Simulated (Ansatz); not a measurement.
**Ti5FeAs: relaxing a made-up structure**

This structure for Ti5FeAs is made up. Its elements were placed in a known structure type with a cell scaled to their sizes. What cell does the guess relax to, and how far off was it?

Calculated with Ansatz 0.2.0; DFT, PBE, plane-wave PAW, files of the set soft_1, scalar-relativistic, ferromagnetic start, cell and ions relaxed at zero pressure; PAW set soft_1.

In doubt: warnings of the run leave room for a lower electronic state, so energies may not be the lowest and differences between runs may mislead.

## Step 1: The starting structure

It takes space group P4/mmm (No. 123, tetragonal). The conventional cell has a = 3.904 Å, b = 3.904 Å, c = 7.144 Å, α = 90.00°, β = 90.00°, γ = 90.00°. Nearest to As lie 8 Ti at 2.47 Å. Nearest to Fe lie 12 Ti at 2.76 to 2.83 Å. Nearest to Ti lie 4 Fe at 2.76 Å and 8 Ti at 2.83 Å. Nearest to Ti lie 2 As at 2.47 Å and 6 Ti at 2.76 to 2.83 Å and 2 Fe at 2.83 Å. Farther neighbours are not listed.

## Step 2: Relaxation of the guess

The guessed cell has no reason to be at equilibrium. It is relaxed with the atoms, within the space group of the guess.

File input.yaml:

```yaml
crystal:
  lattice:
    - [3.904, 0.0, 0.0]
    - [0.0, 3.904, 0.0]
    - [0.0, 0.0, 7.144]
  atoms:
    - { symbol: As, position: [0.0, 0.0, 0.5] }
    - { symbol: Fe, position: [0.5, 0.5, 0.0], spin: 3.0 }
    - { symbol: Ti, position: [0.0, 0.0, 0.0], spin: 1.0 }
    - { symbol: Ti, position: [0.5, 0.0, 0.7123], spin: 1.0 }
    - { symbol: Ti, position: [0.5, 0.0, 0.2877], spin: 1.0 }
    - { symbol: Ti, position: [0.0, 0.5, 0.7123], spin: 1.0 }
    - { symbol: Ti, position: [0.0, 0.5, 0.2877], spin: 1.0 }
magnetization:
  spin_polarized: true
kpoints:
  mp_grid: { grid: [7, 7, 4] }
scf:
  occupations: { method: fermi_dirac, width: 0.05 }
hamiltonian:
  xc: pbe
  pseudopotentials: { kind: paw, azcp: { folder: soft_1 } }
relax:
  f_tol: 0.015
  max_steps: 70
  cell: {}
output:
  forces: true
  stress: true
```

Launch:

```sh
$ ansatz run input.yaml --threads 4 --pin off --max-ram 10240MiB --backend cpu --events-out ev --progress --plain --runs-dir out
```

Numbers of over 12 decimals in the logs are rounded to 6 here.

The log of the run:

```text
Engine: ansatz 0.2.0, aarch64-unknown-linux-gnu
Pseudopotentials: kind: paw
Pseudopotential: As, paw, valence charge 15, recommended cutoff 420 eV (normal), soft_1/As.paw.azcp
Pseudopotential: Fe, paw, valence charge 16, recommended cutoff 420 eV (normal), soft_1/Fe.paw.azcp
Pseudopotential: Ti, paw, valence charge 12, recommended cutoff 420 eV (normal), soft_1/Ti.paw.azcp
Functional definition: PBE
  parameter kappa = 0.804
  parameter beta = 0.066725
  exchange = pbe_x(kappa = kappa, mu = beta*pi^2/3)
  correlation = pbe_c(beta = beta)
Crystal: 7 atoms, lattice volume = 108.883 Å³
Basis set: ecut = 420 eV, 2135 PW (Γ), exchange–correlation on 54×54×96 points (8 copies of the dense FFT grid, shifted against one another)
Bands: 60, of which v1, the nominal top of the filled ones, is band 46 counted from 1 (45 counted from 0)
Symmetry: 16 space group operations
Space group: P4/mmm (ITA 123), of the structure as read, at distance tolerance 4.8e-5 Å
Magnetic group: BNS 123.339 (UNI 999), of the structure as read, at distance tolerance 4.8e-5 Å
k-points: 30 of 196
Non-local potential: As, projectors of the file, l = 0: 2, l = 1: 2, l = 2: 3, l = 3: 1
Non-local potential: Fe, projectors of the file, l = 0: 3, l = 1: 2, l = 2: 3, l = 3: 1
Non-local potential: Ti, projectors of the file, l = 0: 3, l = 1: 2, l = 2: 3, l = 3: 1
PAW form: soft (Blöchl's): semilocal exchange-correlation on the pseudo side does not see the compensation charge
PAW one-centre angular grid: As, 590 points (default); XC on 64 Gauss nodes
PAW one-centre angular grid: Fe, 590 points (default); XC on 64 Gauss nodes
PAW one-centre angular grid: Ti, 590 points (default); XC on 64 Gauss nodes
Initial density: superposition of atomic densities (chi_scale 0.1, normalization cell, long waves kept (reshape's long-wave potential 0.18 eV rms))
Starting moments: Σ|m| = 8 μB on 6 of 7 sites
Initial wavefunctions: pseudopotential atomic-orbital guess
Functional: x = pbe(κ = 0.804, μ = 0.219515), c = pbe(β = 0.066725)
SCF iter   1: F=—  HF=-21835.544812 eV  |F-HF|=—  |Δ(HF+E_count)|=         —  Δρ=4.58e-2 (↑4.58e-2 ↓3.59e-2)  dr2=2.03e1  dr2_m=7.88e-1  M=5.283 μB ∫|m|=5.339 μB  β_m=0.30  ethr=3.10e-3  ⟨swp⟩=5.1  Hψ=11155  notcnv=0
Mixer restart at iter 1: flushing history
preconditioner: auto → Kerker (q_TF=auto, 2.648 Å⁻¹)  [metal: Δε(μ)=0.008 eV  Ē_g=5.008 eV  σ=0.050 eV  W_gap=0.04  n_scr=38 (ndim 8)  ℏωp=20.4 eV  f_vac=0.000  D(μ)=7.94/eV (n_scr^D=84)]
spin=Collinear: Kerker preconditioning applied to the charge; magnetization (m = ρ↑ − ρ↓) channel mixes plain (no charge-response kernel on spin).
SCF iter   2: F=—  HF=-21835.555052 eV  |F-HF|=—  |Δ(HF+E_count)|=   1.02e-2  Δρ=3.39e-2 (↑3.39e-2 ↓2.86e-2)  dr2=1.35e1  dr2_m=4.97e-1  M=5.009 μB ∫|m|=5.075 μB  β_m=0.65  ethr=3.10e-3  ⟨swp⟩=2.1  Hψ=4790  notcnv=0  defer=250
SCF iter   3: F=—  HF=-21835.401347 eV  |F-HF|=—  |Δ(HF+E_count)|=   1.54e-1  Δρ=1.74e-2 (↑1.46e-2 ↓1.74e-2)  dr2=2.08e0  dr2_m=1.71e-2  M=4.022 μB ∫|m|=4.131 μB  β_m=0.60  ethr=3.10e-3  ⟨swp⟩=3.1  Hψ=5725  notcnv=0  defer=249
SCF iter   4: F=—  HF=-21834.994682 eV  |F-HF|=—  |Δ(HF+E_count)|=   4.07e-1  Δρ=1.84e-2 (↑1.84e-2 ↓1.09e-2)  dr2=7.94e-1  dr2_m=2.44e-2  M=3.568 μB ∫|m|=3.762 μB  β_m=0.56  ethr=2.29e-3  ⟨swp⟩=3.1  Hψ=7648  notcnv=0  defer=185
SCF iter   5: F=—  HF=-21835.247696 eV  |F-HF|=—  |Δ(HF+E_count)|=   2.53e-1  Δρ=8.72e-3 (↑8.72e-3 ↓6.44e-3)  dr2=2.39e-1  dr2_m=6.52e-3  M=3.496 μB ∫|m|=3.701 μB  β_m=0.77  ethr=8.72e-4  ⟨swp⟩=2.5  Hψ=5275  notcnv=0  defer=183
SCF iter   6: F=—  HF=-21835.317396 eV  |F-HF|=—  |Δ(HF+E_count)|=         —  Δρ=4.24e-3 (↑3.72e-3 ↓4.24e-3)  dr2=3.51e-2  dr2_m=8.62e-3  M=3.228 μB ∫|m|=3.577 μB  β_m=0.77  ethr=2.63e-4  ⟨swp⟩=2.8  Hψ=6704  notcnv=0  defer=176
Mixer restart at iter 6: flushing history
SCF iter   7: F=—  HF=-21835.324331 eV  |F-HF|=—  |Δ(HF+E_count)|=   6.93e-3  Δρ=5.40e-3 (↑5.40e-3 ↓2.41e-3)  dr2=4.19e-2  dr2_m=4.34e-3  M=3.191 μB ∫|m|=3.574 μB  β_m=0.63  ethr=3.85e-5  ⟨swp⟩=2.7  Hψ=7601  notcnv=0  defer=170
SCF iter   8: F=—  HF=-21835.316781 eV  |F-HF|=—  |Δ(HF+E_count)|=   7.55e-3  Δρ=1.46e-3 (↑1.18e-3 ↓1.46e-3)  dr2=3.24e-3  dr2_m=1.27e-3  M=3.151 μB ∫|m|=3.559 μB  β_m=0.73  ethr=3.85e-5  ⟨swp⟩=2.1  Hψ=7062  notcnv=0  defer=160
SCF iter   9: F=—  HF=-21835.317350 eV  |F-HF|=—  |Δ(HF+E_count)|=   5.69e-4  Δρ=7.93e-4 (↑7.93e-4 ↓6.62e-4)  dr2=1.75e-3  dr2_m=2.14e-4  M=3.115 μB ∫|m|=3.551 μB  β_m=0.61  ethr=3.56e-6  ⟨swp⟩=2.0  Hψ=6366  notcnv=0  defer=164
SCF iter  10: F=—  HF=-21835.316833 eV  |F-HF|=—  |Δ(HF+E_count)|=   5.17e-4  Δρ=3.58e-4 (↑2.44e-4 ↓3.58e-4)  dr2=6.25e-4  dr2_m=1.58e-5  M=3.090 μB ∫|m|=3.544 μB  β_m=0.80  ethr=1.92e-6  ⟨swp⟩=2.0  Hψ=5694  notcnv=0  defer=165
SCF iter  11: F=—  HF=-21835.316820 eV  |F-HF|=—  |Δ(HF+E_count)|=   1.30e-5  Δρ=1.52e-4 (↑1.52e-4 ↓1.10e-4)  dr2=6.28e-5  dr2_m=1.74e-6  M=3.076 μB ∫|m|=3.538 μB  β_m=0.88  ethr=6.86e-7  ⟨swp⟩=2.0  Hψ=4456  notcnv=0  defer=165
SCF iter  12: F=—  HF=-21835.316839 eV  |F-HF|=—  |Δ(HF+E_count)|=   1.85e-5  Δρ=6.73e-5 (↑4.98e-5 ↓6.73e-5)  dr2=1.32e-5  dr2_m=2.41e-7  M=3.075 μB ∫|m|=3.538 μB  β_m=0.94  ethr=6.90e-8  ⟨swp⟩=2.0  Hψ=4536  notcnv=0  defer=165
SCF iter  13: F=—  HF=-21835.316840 eV  |F-HF|=—  |Δ(HF+E_count)|=   1.13e-6  Δρ=2.89e-5 (↑1.53e-5 ↓2.89e-5)  dr2=2.11e-6  dr2_m=9.09e-8  M=3.075 μB ∫|m|=3.539 μB  β_m=0.96  ethr=1.45e-8  ⟨swp⟩=2.0  Hψ=4568  notcnv=0  defer=165
SCF iter  14: F=—  HF=-21835.316840 eV  |F-HF|=—  |Δ(HF+E_count)|=   1.07e-9  Δρ=5.68e-6 (↑5.68e-6 ↓5.25e-6)  dr2=1.58e-8  dr2_m=2.55e-8  M=3.075 μB ∫|m|=3.539 μB  β_m=0.97  ethr=2.32e-9  ⟨swp⟩=2.0  Hψ=4495  notcnv=0  defer=165
SCF iter  15: F=—  HF=-21835.316840 eV  |F-HF|=—  |Δ(HF+E_count)|=   1.73e-8  Δρ=5.30e-6 (↑3.61e-6 ↓5.30e-6)  dr2=1.26e-7  dr2_m=1.09e-9  M=3.075 μB ∫|m|=3.538 μB  β_m=0.98  ethr=1.74e-11  ⟨swp⟩=2.0  Hψ=6443  notcnv=0  defer=165
SCF iter  16: F=—  HF=-21835.316840 eV  |F-HF|=—  |Δ(HF+E_count)|=   8.12e-9  Δρ=2.27e-6 (↑2.27e-6 ↓1.90e-6)  dr2=1.75e-8  dr2_m=8.67e-11  M=3.075 μB ∫|m|=3.539 μB  β_m=0.79  ethr=1.74e-11  ⟨swp⟩=2.0  Hψ=6446  notcnv=0  defer=165
SCF iter  17: F=-21835.316840 eV  HF=-21835.316840 eV  |F-HF|=5.09e-8  |Δ(HF+E_count)|=   3.23e-9  Δρ=4.20e-6 (↑2.13e-6 ↓4.20e-6)  dr2=5.27e-8  dr2_m=1.35e-9  M=3.075 μB ∫|m|=3.539 μB  ethr=1.74e-11  ⟨swp⟩=2.0  Hψ=9944  notcnv=0
SCF 1 converged in 17 iterations: F = -21835.316840 eV  dr2 = 5.27e-8
  greatest PAW one-centre occupation: 1.000 electrons in one spin orbital (limit 2), on the Fe atom at site 1 (counted from 0), in its partial waves of l = 1
[...]
relax step   8: F+E_penalty+E_count = -21836.63474446 eV  Δ(F+E_penalty+E_count) = -2.007e-2 eV  max|allowed force component| = 3.000e-2 eV/Å  Δτ_max = 0.0367 Å  P = -1.391 GPa  Ω = 116.376 Å³  energy of the carried Pulay correction = -3.054e-3 eV  (19 SCF iters, dr2 threshold 7.00e-7 eV, accepted)
relax step   9: F+E_penalty+E_count = -21836.64138125 eV  Δ(F+E_penalty+E_count) = -6.637e-3 eV  max|allowed force component| = 2.164e-2 eV/Å  Δτ_max = 0.0000 Å  P = +0.260 GPa  Ω = 114.836 Å³  energy of the carried Pulay correction = -2.443e-3 eV  (24 SCF iters, accepted)
relax step  10: F+E_penalty+E_count = -21836.64155171 eV  Δ(F+E_penalty+E_count) = -1.705e-4 eV  max|allowed force component| = 1.121e-3 eV/Å  Δτ_max = 0.0023 Å  P = +0.002 GPa  Ω = 115.024 Å³  energy of the carried Pulay correction = -2.518e-3 eV  (21 SCF iters, accepted)
relax step  11: F+E_penalty+E_count = -21836.65653544 eV  Δ(F+E_penalty+E_count) = -1.498e-2 eV  max|allowed force component| = 2.194e-3 eV/Å  Δτ_max = 0.0000 Å  P = +0.263 GPa  Ω = 115.024 Å³  stress off target by 4.03e-1 GPa  SCF on the basis re-selected at this cell (its energy is not comparable with the rows above)  (17 SCF iters)
relax step  12: F+E_penalty+E_count = -21836.65711825 eV  Δ(F+E_penalty+E_count) = -5.828e-4 eV  max|allowed force component| = 1.209e-4 eV/Å  Δτ_max = 0.0007 Å  P = +0.039 GPa  Ω = 115.213 Å³  energy of the carried Pulay correction = -8.045e-5 eV  (18 SCF iters, accepted)
relax step  13: F+E_penalty+E_count = -21836.65712583 eV  Δ(F+E_penalty+E_count) = -7.575e-6 eV  max|allowed force component| = 6.368e-4 eV/Å  Δτ_max = 0.0000 Å  P = -0.002 GPa  Ω = 115.244 Å³  energy of the carried Pulay correction = -9.399e-5 eV  (18 SCF iters, accepted)
iter 1 solved again at ethr=4.40e-8 eV; its pass at ethr=3.10e-3 eV (dr2=4.00e-5 eV) is discarded
SCF iter   1: F=—  HF=-21836.657214 eV  |F-HF|=—  |Δ(HF+E_count)|=         —  Δρ=2.04e-5 (↑2.04e-5 ↓2.04e-5)  dr2=5.89e-8  dr2_m=1.45e-12  M=-0.000 μB ∫|m|=0.000 μB  β_m=0.65  ethr=4.40e-8  ⟨swp⟩=3.8  Hψ=22004  notcnv=0
preconditioner: auto → Kerker (q_TF=auto, 1.948 Å⁻¹)  [metal: Δε(μ)=0.009 eV  Ē_g=4.197 eV  σ=0.050 eV  W_gap=0.04  n_scr=14 (ndim 8)  ℏωp=19.9 eV  f_vac=0.000  D(μ)=9.54/eV (n_scr^D=122)]
spin=Collinear: Kerker preconditioning applied to the charge; magnetization (m = ρ↑ − ρ↓) channel mixes plain (no charge-response kernel on spin).
SCF iter   2: F=—  HF=-21836.657218 eV  |F-HF|=—  |Δ(HF+E_count)|=   3.63e-6  Δρ=7.22e-6 (↑7.22e-6 ↓7.22e-6)  dr2=5.96e-9  dr2_m=1.79e-12  M=-0.000 μB ∫|m|=0.000 μB  β_m=0.61  ethr=6.47e-11  ⟨swp⟩=2.1  Hψ=5178  notcnv=0
SCF iter   3: F=—  HF=-21836.657218 eV  |F-HF|=—  |Δ(HF+E_count)|=   8.90e-7  Δρ=1.20e-6 (↑1.19e-6 ↓1.20e-6)  dr2=1.06e-9  dr2_m=1.77e-12  M=-0.000 μB ∫|m|=0.000 μB  β_m=0.54  ethr=6.55e-12  ⟨swp⟩=2.0  Hψ=6382  notcnv=0
SCF iter   4: F=—  HF=-21836.657218 eV  |F-HF|=—  |Δ(HF+E_count)|=   1.86e-8  Δρ=4.69e-7 (↑4.69e-7 ↓4.38e-7)  dr2=4.47e-10  dr2_m=2.45e-12  M=-0.000 μB ∫|m|=0.000 μB  β_m=0.75  ethr=1.17e-12  ⟨swp⟩=2.0  Hψ=6391  notcnv=0
SCF iter   5: F=—  HF=-21836.657218 eV  |F-HF|=—  |Δ(HF+E_count)|=   3.53e-9  Δρ=3.13e-7 (↑3.13e-7 ↓2.73e-7)  dr2=4.68e-10  dr2_m=2.56e-12  M=-0.000 μB ∫|m|=0.000 μB  β_m=0.87  ethr=1.00e-12  ⟨swp⟩=2.0  Hψ=4246  notcnv=0
SCF iter   6: F=—  HF=-21836.657218 eV  |F-HF|=—  |Δ(HF+E_count)|=  8.22e-10  Δρ=1.68e-7 (↑1.68e-7 ↓1.56e-7)  dr2=1.48e-10  dr2_m=1.50e-12  M=-0.000 μB ∫|m|=0.000 μB  β_m=0.81  ethr=1.00e-12  ⟨swp⟩=2.0  Hψ=5812  notcnv=0
SCF iter   7: F=—  HF=-21836.657218 eV  |F-HF|=—  |Δ(HF+E_count)|=  9.46e-11  Δρ=6.93e-8 (↑5.45e-8 ↓6.93e-8)  dr2=2.85e-12  dr2_m=3.38e-12  M=-0.000 μB ∫|m|=0.000 μB  β_m=0.91  ethr=1.00e-12  ⟨swp⟩=2.0  Hψ=4380  notcnv=0
SCF iter   8: F=-21836.657218 eV  HF=-21836.657218 eV  |F-HF|=2.91e-11  |Δ(HF+E_count)|=  3.64e-12  Δρ=7.87e-8 (↑7.18e-8 ↓7.87e-8)  dr2=3.24e-11  dr2_m=8.40e-13  M=-0.000 μB ∫|m|=0.000 μB  ethr=1.00e-12  ⟨swp⟩=2.1  Hψ=9634  notcnv=0
the starting moments were not kept: the SCF closed with an absolute magnetisation of 1.0e-4 μB, where they sum to 8 μB in size (6 sites). That is at most 0.1 of that sum.
SCF 14 converged in 8 iterations: F = -21836.657218 eV  dr2 = 3.24e-11
relax step  14: F+E_penalty+E_count = -21836.65721849 eV  Δ(F+E_penalty+E_count) = -9.267e-5 eV  max|allowed force component| = 6.584e-4 eV/Å  Δτ_max = 0.0000 Å  P = -0.003 GPa  Ω = 115.244 Å³  stress off target by 3.40e-3 GPa  SCF on the basis re-selected at this cell (its energy is not comparable with the rows above)  (8 SCF iters)
basis re-selected at this cell: Δ(F+E_penalty+E_count) = -9.267e-5 eV, ΔP = -0.002 GPa vs the last step (what re-selecting the basis moved, of the pressure what is left beyond the Pulay correction that the steps carried, after the strain that the cell walked since its last selection, with what the two solves' SCF thresholds leave and, on support functions, any second-order correction that the steps lacked; it is no m [...]
SCF converged after 8 iterations
Magnetization: -0.0001 μB (45.4999 up, 45.5001 down)
Absolute magnetization: 0.0001 μB (∫|ρ↑−ρ↓|, with the PAW one-centre terms)
Spin contamination: 0.0000 ħ² per cell (⟨S²⟩ above its minimum at these occupations)
Per-site moments (μB) at R_I (Å): [(-2.88203214542936e-7, 1.104354), (-6.867087372112333e-6, 1.086122), (-4.23672088279568e-5, 1.086122), (-7.4296629432518484e-6, 1.086122), (-7.429662943234238e-6, 1.086122), (-7.4296629428670905e-6, 1.086122), (-7.429662942906662e-6, 1.086122)]
Free energy (F): -21836.657218 eV
Harris-Foulkes:  -21836.657218 eV  (|F-HF|=2.91e-11)
Internal energy: -21836.581684 eV  (E = F + TS)
E sigma→0 (E₀):  -21836.619451 eV
Entropy (-TS):   -0.075534 eV (-10.791 meV/atom)
Fermi energy:    13.766900 eV
--- Per-component energies (eV) ---
  E_band       = -1236.092029
  E_kinetic    = 1843.923113
  E_local      = -9252.911493  (includes V_loc(G=0)·N_el)
  E_nonlocal   = 198.661118
  E_hartree    = 4115.275435
  E_xc         = -765.261980
  E_vxc        = -947.964752  (∫ρ·V_xc dr)
  E_paw        = -8606.868905  (= ΣΔE_a)
  E_vpaw       = -1308.349672  (= ΣTr[D̂ρ^β])
  E_aug_tail   = -0.001440  (compensation charges beyond the density's cutoff)
  E_ewald      = -9369.397533
  E_smearing   = -0.075534  (= −TS)
  E_closure    = -0.000000  (closes the sum)
  Σ components = -21836.657218   (vs F -21836.657218, Δ=0.00e0)
--- Forces (eV/Å), atoms counted from 1 ---
  atom   1  As    -0.00000000    -0.00000000     0.00000000
  atom   2  Fe    -0.00000000     0.00000000     0.00000000
  atom   3  Ti     0.00000000    -0.00000000     0.00000000
  atom   4  Ti     0.00000000    -0.00000000     0.00065835
  atom   5  Ti    -0.00000000     0.00000000    -0.00065835
  atom   6  Ti    -0.00000000     0.00000000     0.00065835
  atom   7  Ti     0.00000000    -0.00000000    -0.00065835
  max |Σ_I F_I| component: 2.54e-28 eV/Å
--- Stress (GPa, compression-positive) ---
       -0.003400      -0.000000       0.000000
       -0.000000      -0.003400      -0.000000
        0.000000      -0.000000      -0.003315
  P = ⅓ Tr σ = -0.0034 GPa (-0.034 kbar)
--- Relaxed structure (12 steps of the walk, 12 accepted, 2 SCFs on fresh bases) ---
  F+E_penalty+E_count = -21836.65721849 eV   max|allowed force component| = 6.584e-4 eV/Å   (the final SCF, on the basis selected at the relaxed cell)
  cell:  # Å, volume = 115.2435 Å³
    - [4.345378, 0, 0]
    - [0, 4.345378, 0]
    - [0, 0, 6.103255]
  atoms:
    - { symbol: As, position: [0, 0, 0.5] }
    - { symbol: Fe, position: [0.500000, 0.500000, -2.775113543395946e-19] }
    - { symbol: Ti, position: [0, 0, -2.775113543395948e-19] }
    - { symbol: Ti, position: [0.500000, 0, 0.756301] }
    - { symbol: Ti, position: [0.500000, 0, 0.243699] }
    - { symbol: Ti, position: [0, 0.500000, 0.756301] }
    - { symbol: Ti, position: [0, 0.500000, 0.243699] }
```

Run time: 3.3 min. Hardware: 4 threads of Arm Neoverse V1, shared host; peak memory 0.76 GiB; 13 min of CPU time.

Relaxation path:

```
step  energy less that of the first step (eV)  largest force component (eV/Å)  pressure (GPa)  volume (Å³)
   1                                   0.0000                          1.3896           11.46       108.88
   2                                  -0.6570                          0.2188            0.45       117.50
   3                                  -0.6829                          0.0533            0.59       117.49
   4                                  -0.7863                          0.1835           -2.03       119.34
   5                                  -0.9864                          0.1825           -1.48       117.71
   6                                  -1.2250                          0.0340            1.69       114.42
   7                                  -1.2978                          0.2976            0.17       115.35
   8                                  -1.3179                          0.0300           -1.39       116.38
   9                                  -1.3245                          0.0216            0.26       114.84
  10                                  -1.3247                          0.0011            0.00       115.02
 11*                                  -1.3397                          0.0022            0.26       115.02
  12                                  -1.3403                          0.0001            0.04       115.21
  13                                  -1.3403                          0.0006            0.00       115.24
 14*                                  -1.3404                          0.0007            0.00       115.24
```

Relaxation steps marked * repeat the geometry before them on a plane-wave basis chosen anew for their cell, so energy and pressure can jump there.

The run keeps the 16 symmetry operations that it works with, so distortions that break them were not tested.

```
     cell as run  before  after   change
           a (Å)   3.904  4.345  +11.3 %
           b (Å)   3.904  4.345  +11.3 %
           c (Å)   7.144  6.103  -14.6 %
volume (Å³/atom)   15.55  16.46   +5.8 %
```

The atoms that moved most (Å, as changes of fractional coordinates times the final cell):

```
atom     dx     dy      dz  length
 Ti7  0.000  0.000  -0.269   0.269
 Ti5  0.000  0.000  -0.269   0.269
 Ti4  0.000  0.000   0.269   0.269
 Ti6  0.000  0.000   0.269   0.269
```

The relaxed structure:

```xyz
7
Lattice="4.3454 0.0000 0.0000 0.0000 4.3454 0.0000 0.0000 0.0000 6.1033" Properties=species:S:1:pos:R:3 pbc="T T T"
As    0.0000    0.0000    3.0516
Fe    2.1727    2.1727    0.0000
Ti    0.0000    0.0000    0.0000
Ti    2.1727    0.0000    4.6159
Ti    2.1727    0.0000    1.4874
Ti    0.0000    2.1727    4.6159
Ti    0.0000    2.1727    1.4874
```

This step gave:

```
free energy             : -21836.6572 eV
energy at zero smearing : -21836.6195 eV
smearing term TS        : 0.07553 eV
Fermi energy            : 13.77 eV
electrons               : 91
symmetry operations     : 16
pressure                : -0.003372 GPa
```

Shortest distances by pair of elements, guess and relaxed (not always the same contact):

```
 pair  guess (Å)  relaxed (Å)
Fe–Ti      2.761        2.633
Ti–Ti      2.761        2.633
As–Ti      2.472        2.677
As–Fe      4.514        4.331
As–As      3.904        4.345
```

The relaxation ends with a largest force component of 6.6e-4 eV/Å and a pressure of 0.00 GPa. The starting moments have collapsed: the run ends non-magnetic.

## Step 3: What came out

```yaml
space_group_relaxed: P4/mmm
conventional_cell: a = 4.345, b = 4.345, c = 6.103 Å; α = 90.0°, β = 90.0°, γ = 90.0°
volume_per_atom: 16.46 Å³ (guess 15.55)
total_moment: 0.00 μB in the cell of 7 atoms
```

What this shows: Ti5FeAs relaxes to P4/mmm with a = 4.345, b = 4.345 and c = 6.103 Å. The guessed volume was 6 % too small. The space group P4/mmm was held in the relaxation, so the end point is a stationary structure within it and may be a saddle against distortions or other arrangements. The moments died out from this one start and weren't seeded again at the relaxed cell. The electronic state may lie above the lowest one. Mesh and cutoff weren't tested. A vector of the cell changed its length by 15 %, more than the volume shows. No dispersion term is used, so weakly bound directions may come out too long. Nothing here tests whether the compound is stable against decomposition.

[Logs are printed without paths, hosts, clocks, repeated set-up lines and the standing remarks that a program may print on its own settings, such as how far it seeks lower states.]

[Hosts, paths, dates, database ids (printed as entryN), source tags and the programs' standing remarks are cut or masked in the printed files.]
